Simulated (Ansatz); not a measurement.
# Moving the knobs of a GW run on Cs2InAgCl6 (Fm-3m)

A base run on Cs2InAgCl6 (Fm-3m), then changed inputs.

Main program and level: Ansatz 0.2.0; G0W0 on LDA, plane waves, PAW.

In doubt: one-shot GW on d or f shells is unsure, so the values of those runs are not to be relied on.

## Step 1: The structure

Symmetry: Fm-3m, No. 225, cubic system. The conventional cell has a = 10.469 Å, b = 10.469 Å, c = 10.469 Å, α = 90.00°, β = 90.00°, γ = 90.00°. Nearest to Cs lie 12 Cl at 3.70 Å. Nearest to In lie 6 Cl at 2.51 Å. Nearest to Ag lie 6 Cl at 2.72 Å. Nearest to Cl lie 1 In at 2.51 Å and 1 Ag at 2.72 Å and 4 Cs at 3.70 Å. Farther neighbours and most contacts between anions are not listed.

The cell and positions come from the Crystallography Open Database and are kept as given unless a step says otherwise. Spin-orbit coupling is left out unless a step names it. The default PAW set here is soft_2. Its files were made with PBE.

## Step 2: The base run: 2×2×2 mesh, 501 empty bands, screening to 84 eV

Now the one-shot GW correction: screening in the RPA, then the self-energy of the levels asked for.

Input file input.yaml:

```yaml
crystal:
  lattice:
    - [0.0, 5.2345, 5.2345]
    - [5.2345, 0.0, 5.2345]
    - [5.2345, 5.2345, 0.0]
  atoms:
    - { symbol: Cs, position: [0.25, 0.25, 0.25] }
    - { symbol: Cs, position: [0.75, 0.75, 0.75] }
    - { symbol: In, position: [0.0, 0.0, 0.0] }
    - { symbol: Ag, position: [0.5, 0.5, 0.5] }
    - { symbol: Cl, position: [0.76021, 0.23979, 0.23979] }
    - { symbol: Cl, position: [0.23979, 0.76021, 0.23979] }
    - { symbol: Cl, position: [0.23979, 0.76021, 0.76021] }
    - { symbol: Cl, position: [0.76021, 0.23979, 0.76021] }
    - { symbol: Cl, position: [0.23979, 0.23979, 0.76021] }
    - { symbol: Cl, position: [0.76021, 0.76021, 0.23979] }
kpoints:
  mp_grid: { grid: [2, 2, 2] }
hamiltonian:
  xc: lda
scf:
  occupations: { method: fixed }
gw:
  n_empty_bands: 501
  ecut_chi: 84
  qp_bands: [v3, c3]
  qp_kpoints: band_edges
  screening: { model: contour_deformation }
```

Launch:

```bash
$ ansatz run input.yaml --threads 3 --pin off --max-ram 92160MiB --backend cuda --events-out ev --progress --plain --runs-dir out --devices 1 --max-vram 13GiB  # rebuilt from the run's record
```

Numbers of over 12 decimals in the logs are rounded to 6 here.

The program printed:

```text
GPUs: using 1 of 1 available (devices: 1).
Engine: ansatz 0.2.0, x86_64-unknown-linux-gnu
Pseudopotentials: kind: paw
Pseudopotential: Cs, paw, valence charge 9, recommended cutoff 420 eV (normal), Cs.paw.azcp
Pseudopotential: In, paw, valence charge 13, recommended cutoff 420 eV (normal), In.paw.azcp
Pseudopotential: Ag, paw, valence charge 19, recommended cutoff 420 eV (normal), Ag.paw.azcp
Pseudopotential: Cl, paw, valence charge 7, recommended cutoff 420 eV (normal), Cl.paw.azcp
Functional definition: SPW92
  exchange = slater_x
  correlation = pw_c
device memory: the entry about to start is reckoned to put 4.2 GiB on a device that reports 43.7 GiB free (of which the cap on the GPU budget leaves the run 13.0 GiB)
GPU FFT provider: cuFFT
GPU libraries: cuBLAS 13.8.2, cuFFT 12.4.0, cuSOLVER 12.3.4
Crystal: 10 atoms, lattice volume = 286.850 Å³
Basis set: ecut = 420 eV, 5601 PW (Γ)
Bands: 56, of which v1, the nominal top of the filled ones, is band 46 counted from 1 (45 counted from 0)
Symmetry: 48 space group operations
Space group: Fm-3m (ITA 225), of the structure as read, at distance tolerance 6.6e-5 Å
k-points: 3 of 8
Non-local potential: Cs, projectors of the file, l = 0: 3, l = 1: 2, l = 2: 2, l = 3: 2
Non-local potential: In, projectors of the file, l = 0: 2, l = 1: 2, l = 2: 2, l = 3: 2
Non-local potential: Ag, projectors of the file, l = 0: 3, l = 1: 2, l = 2: 2, l = 3: 1
Non-local potential: Cl, projectors of the file, l = 0: 2, l = 1: 2, l = 2: 2
PAW form: soft (Blöchl's): semilocal exchange-correlation on the pseudo side does not see the compensation charge
PAW frozen core: Cs, regenerated for the run's functional, and the local potential with it (the file was generated under x = pbe(κ = 0.804, μ = 0.219515), c = pbe(β = 0.066725))
PAW frozen core: In, regenerated for the run's functional, and the local potential with it (the file was generated under x = pbe(κ = 0.804, μ = 0.219515), c = pbe(β = 0.066725))
PAW frozen core: Ag, regenerated for the run's functional, and the local potential with it (the file was generated under x = pbe(κ = 0.804, μ = 0.219515), c = pbe(β = 0.066725))
PAW frozen core: Cl, regenerated for the run's functional, and the local potential with it (the file was generated under x = pbe(κ = 0.804, μ = 0.219515), c = pbe(β = 0.066725))
PAW one-centre angular grid: Cs, 194 points (default); XC on 64 Gauss nodes
PAW one-centre angular grid: In, 590 points (default); XC on 64 Gauss nodes
PAW one-centre angular grid: Ag, 590 points (default); XC on 64 Gauss nodes
PAW one-centre angular grid: Cl, 110 points (default); XC on 64 Gauss nodes
Initial density: superposition of atomic densities (neutral atoms: chi_scale 0, normalization atom), corrected by the library's trained network
[...]
NSCF: frozen V_eff on 3 k-points
G₀W₀ screening: q 1/3
[... further progress lines ...]
device memory: the entry about to start is reckoned to put 1.3 GiB on a device that reports 40.5 GiB free (of which the cap on the GPU budget leaves the run 13.0 GiB)
NSCF: frozen V_eff on 1 k-points
device memory: the entry about to start is reckoned to put 1.3 GiB on a device that reports 40.5 GiB free (of which the cap on the GPU budget leaves the run 13.0 GiB)
NSCF: frozen V_eff on 1 k-points
SCF converged after 8 iterations
Free energy (F): -30203.185192 eV
Harris-Foulkes:  -30203.185192 eV  (|F-HF|=8.62e-10)
Internal energy: -30203.185192 eV  (E = F + TS)
E sigma→0 (E₀):  -30203.185192 eV
Fermi energy:    3.881655 eV
--- Per-component energies (eV) ---
  E_band       = -694.908528
  E_kinetic    = 2023.401503
  E_local      = -7609.461684  (includes V_loc(G=0)·N_el)
  E_nonlocal   = 710.133141
  E_hartree    = 3128.816065
  E_xc         = -1374.261770
  E_vxc        = -1312.758952  (∫ρ·V_xc dr)
  E_paw        = -21350.761251  (= ΣΔE_a)
  E_vpaw       = -763.855374  (= ΣTr[D̂ρ^β])
  E_aug_tail   = 0.000893  (compensation charges beyond the density's cutoff)
  E_ewald      = -5733.745495
  E_core_change = 2.693407  (= ΣΔE_core)
  E_smearing   = -0.000000  (= −TS)
  E_closure    = -0.000000  (closes the sum)
  Σ components = -30203.185192   (vs F -30203.185192, Δ=0.00e0)
--- Band table (eV) ---
  k-point 0: bands = [... 42 lower, 2.9985, 2.9985, 3.8817, 3.8817, 4.7634, 8.7429, 8.8880, 8.8880, ... 6 higher]
  k-point 1: bands = [... 42 lower, 2.7888, 2.7888, 3.3152, 3.3152, 6.6723, 7.4939, 9.9815, 10.2059, ... 6 higher]
  k-point 2: bands = [... 42 lower, 2.9269, 2.9269, 2.9809, 3.8780, 7.3409, 9.3126, 10.1160, 10.1308, ... 6 higher]
--- G₀W₀: contour deformation, 7 samples at zero and on the imaginary axis and 2 off it, 8 q-points, 501 empty bands' worth ---
  eigenvalues of the whole cell's RPA ε∞ on this k-mesh (on a slab, of 1 + 4πα/V) = 4.3004, 4.3004, 4.3004; static W/v taken at q = 0 is 0.232538
  gw.qp_kpoints: band_edges: 3 of 3 stored k-points solved, in 1 pass; an edge of the gap read off the rows below is read off those points alone
    ik  band        ε_KS         Σx   Σc(E_QP)       V_xc       Z   E_QP_lin       E_QP  E_QP is
     0    44      2.9985   -21.2619     3.3142   -16.9818  0.7487     2.0063     2.0326  root
     0    45      3.8817   -28.4710     3.6837   -24.1628  0.7477     3.2468     3.2572  root
     0    46      3.8817   -28.4710     3.6837   -24.1628  0.7477     3.2468     3.2572  root
     0    47      4.7634   -10.0366    -3.7294   -14.8159  0.7934     5.8353     5.8132  root
     0    48      8.7429    -4.7188    -3.7822    -9.4271  0.8197     9.6885     9.6690  root
     0    49      8.8880    -6.1850    -3.9649   -11.1289  0.8043     9.8912     9.8669  root
     1    44      2.7888   -21.1377     3.2301   -16.9855  0.7484     1.8420     1.8668  root
     1    45      3.3152   -27.8048     3.9390   -23.1501  0.7396     2.5838     2.5996  root
[...]
2    46      3.8780   -28.4642     3.6729   -24.1714  0.7479     3.2478     3.2580  root
     2    47      7.3409   -13.6975    -3.5255   -18.3301  0.7698     8.4533     8.4480  root
     2    48      9.3126   -10.9479    -4.7312   -16.8495  0.7628    10.5466    10.4831  root
     2    49     10.1160    -5.5394    -3.8112   -10.3511  0.8115    11.1397    11.1165  root
```

The job ended after 8.2 s (1 × NVIDIA H100 80GB HBM3 (shared by 6 runs) with 3 threads of AMD EPYC 7R13 (Zen 3), shared host; peak memory 1.5 GiB).

Reading the cycles: dr2 is the Hartree energy of the density residual (eV), the measure of convergence; HF is the Harris–Foulkes estimate of the energy, which meets the free energy F at convergence.

This step gave:

| Quantity | Value |
| --- | --- |
| bands summed | 547 |
| RPA ε∞ on this mesh (eigenvalues) | 4.300, 4.300, 4.300 |
| plane waves in the screening matrix | 531 |
| q-points in the mesh | 8 |
| G0W0 gap on the mesh | 2.555 eV |
| k of the valence top | 0, -0.5, -0.5 |
| k of the conduction bottom | 0, 0, 0 |
| starting gap on the mesh | 0.8817 eV |
| Z at the valence top | 0.7479 |
| Z at the conduction bottom | 0.7934 |
| least direct G0W0 gap on the computed points | 2.556 eV |

The gap on the mesh goes from 0.88 eV to 2.56 eV, a correction of +1.67 eV. Between the two edge states, bare exchange in place of the xc potential would open the gap by 9.07 eV, and correlation takes back 7.40 eV.

## Step 3: Variant: larger pair-density box

Edit input.yaml of step 2 so:

```diff
@@ -23,4 +23,4 @@
 gw:
-  n_empty_bands: 501
-  ecut_chi: 84
+  n_empty_bands: 651
+  ecut_chi: 100
   qp_bands: [v3, c3]
@@ -28 +28,2 @@
   screening: { model: contour_deformation }
+  ecutfock_ratio: 2
```

The program printed:

```text
GPUs: using 1 of 1 available (devices: 1).
[...]
GPU FFT provider: cuFFT
GPU libraries: cuBLAS 13.8.2, cuFFT 12.4.0, cuSOLVER 12.3.4
Crystal: 10 atoms, lattice volume = 286.850 Å³
Basis set: ecut = 420 eV, 5601 PW (Γ)
Bands: 56, of which v1, the nominal top of the filled ones, is band 46 counted from 1 (45 counted from 0)
[... 1 set-up line as in the run before ...]
[...]
k-points: 3 of 8
[...]
GPU buffer pool allocated for 125000 grid points (all kernels)
[...]
SCF iter   1: F=—  HF=-30203.227773 eV  |F-HF|=—  |Δ(HF+E_count)|=         —  Δρ=6.97e-3  dr2=1.31e-1  ethr=1.77e-3  ⟨swp⟩=5.0  Hψ=565  notcnv=0  defer=17
[...]
SCF iter   8: F=-30203.185192 eV  HF=-30203.185192 eV  |F-HF|=8.62e-10  |Δ(HF+E_count)|=   1.03e-8  Δρ=1.23e-6  dr2=5.84e-9  ethr=1.09e-10  ⟨swp⟩=16.7  Hψ=760  notcnv=0
SCF 1 converged in 8 iterations: F = -30203.185192 eV  dr2 = 5.84e-9
[...]
NSCF: frozen V_eff on 3 k-points
[...]
G₀W₀ screening: q 1/3
[... further progress lines ...]
[...]
SCF converged after 8 iterations
Free energy (F): -30203.185192 eV
[...]
Internal energy: -30203.185192 eV  (E = F + TS)
E sigma→0 (E₀):  -30203.185192 eV
Fermi energy:    3.881655 eV
[...]
--- Band table (eV) ---
  k-point 0: bands = [... 42 lower, 2.9985, 2.9985, 3.8817, 3.8817, 4.7634, 8.7429, 8.8880, 8.8880, ... 6 higher]
  k-point 1: bands = [... 42 lower, 2.7888, 2.7888, 3.3152, 3.3152, 6.6723, 7.4939, 9.9815, 10.2059, ... 6 higher]
  k-point 2: bands = [... 42 lower, 2.9269, 2.9269, 2.9809, 3.8780, 7.3409, 9.3126, 10.1160, 10.1308, ... 6 higher]
[...]
0    44      2.9985   -21.2619     3.2352   -16.9818  0.7475     1.9224     1.9536  root
     0    45      3.8817   -28.4710     3.6079   -24.1628  0.7462     3.1678     3.1814  root
     0    46      3.8817   -28.4710     3.6079   -24.1628  0.7462     3.1678     3.1814  root
     0    47      4.7634   -10.0366    -3.7934   -14.8159  0.7927     5.7683     5.7493  root
     0    48      8.7429    -4.7188    -3.8101    -9.4271  0.8194     9.6604     9.6411  root
     0    49      8.8880    -6.1850    -4.0104   -11.1289  0.8040     9.8435     9.8214  root
     1    44      2.7888   -21.1377     3.1525   -16.9855  0.7471     1.7602     1.7892  root
     1    45      3.3152   -27.8048     3.8679   -23.1501  0.7383     2.5083     2.5283  root
[...]
2    46      3.8780   -28.4642     3.5966   -24.1714  0.7464     3.1685     3.1817  root
     2    47      7.3409   -13.6975    -3.6058   -18.3301  0.7668     8.3649     8.3678  root
     2    48      9.3126   -10.9479    -4.8094   -16.8495  0.7625    10.4604    10.4049  root
     2    49     10.1160    -5.5394    -3.8489   -10.3511  0.8111    11.0999    11.0787  root
```

It took 20 s on 1 × NVIDIA H100 80GB HBM3 (shared by 6 runs) with 3 threads; peak memory 1.6 GiB.

The G0W0 gap on the mesh is 2.568 eV.

Against the base:

| setting | base | variant |
| --- | --- | --- |
| empty bands | 501 | 651 |
| screening cutoff (eV) | 84 | 100 |
| ecutfock ratio | - | 2 |

| quantity | variant | base |
| --- | --- | --- |
| starting gap on the mesh | 0.882 | 0.882 |
| G0W0 gap on the mesh | 2.568 | 2.555 |
| least direct G0W0 gap on the computed points | 2.568 | 2.556 |
| Z at the valence top | 0.746 | 0.748 |
| Z at the conduction bottom | 0.793 | 0.793 |

## Step 4: Outcome

| Item | Value |
| --- | --- |
| base | 2.56 eV, 8.2 s |
| larger pair-density box | 2.57 eV, 20 s |

What this shows: Larger pair-density box: the gap moves by +0.01 eV and the time by a factor of 2.4. The variant differs from the base in empty bands, screening cutoff and ecutfock ratio together, so the change can't be laid to one of them. All runs here use a coarse mesh and modest cutoffs; they test settings and are not final values. The 2×2×2 mesh is coarse for this cell (its supercell is 15 Å along the shortest edge). The RPA ε∞ on it, from the LDA start, is 4.30; such meshes misread the long-range screening, most where the gap is narrow. A d shell, filled or nearly so, lies near the gap. One-shot GW converges very slowly in bands there, not always from below, and on a semilocal start the gap tends to come out low; starts rich in exact exchange can overshoot instead. The many-body steps are scalar-relativistic: spin-orbit coupling is not in them.

[Paths, hosts, dates, memory and timing lines, banners, echoed tables and standing remarks are left out of the program output.]

[Logs are printed without paths, hosts, clocks, repeated set-up lines and the standing remarks that a program may print on its own settings, such as how far it seeks lower states.]

[Runs of the session that timed out or met a known fault of the program may be left out.]

[Cells called generated may have been cut or substituted from an entry of the Crystallography Open Database or the Materials Project.]

[Hosts, paths, dates, database ids (printed as entryN), source tags and the programs' standing remarks are cut or masked in the printed files.]
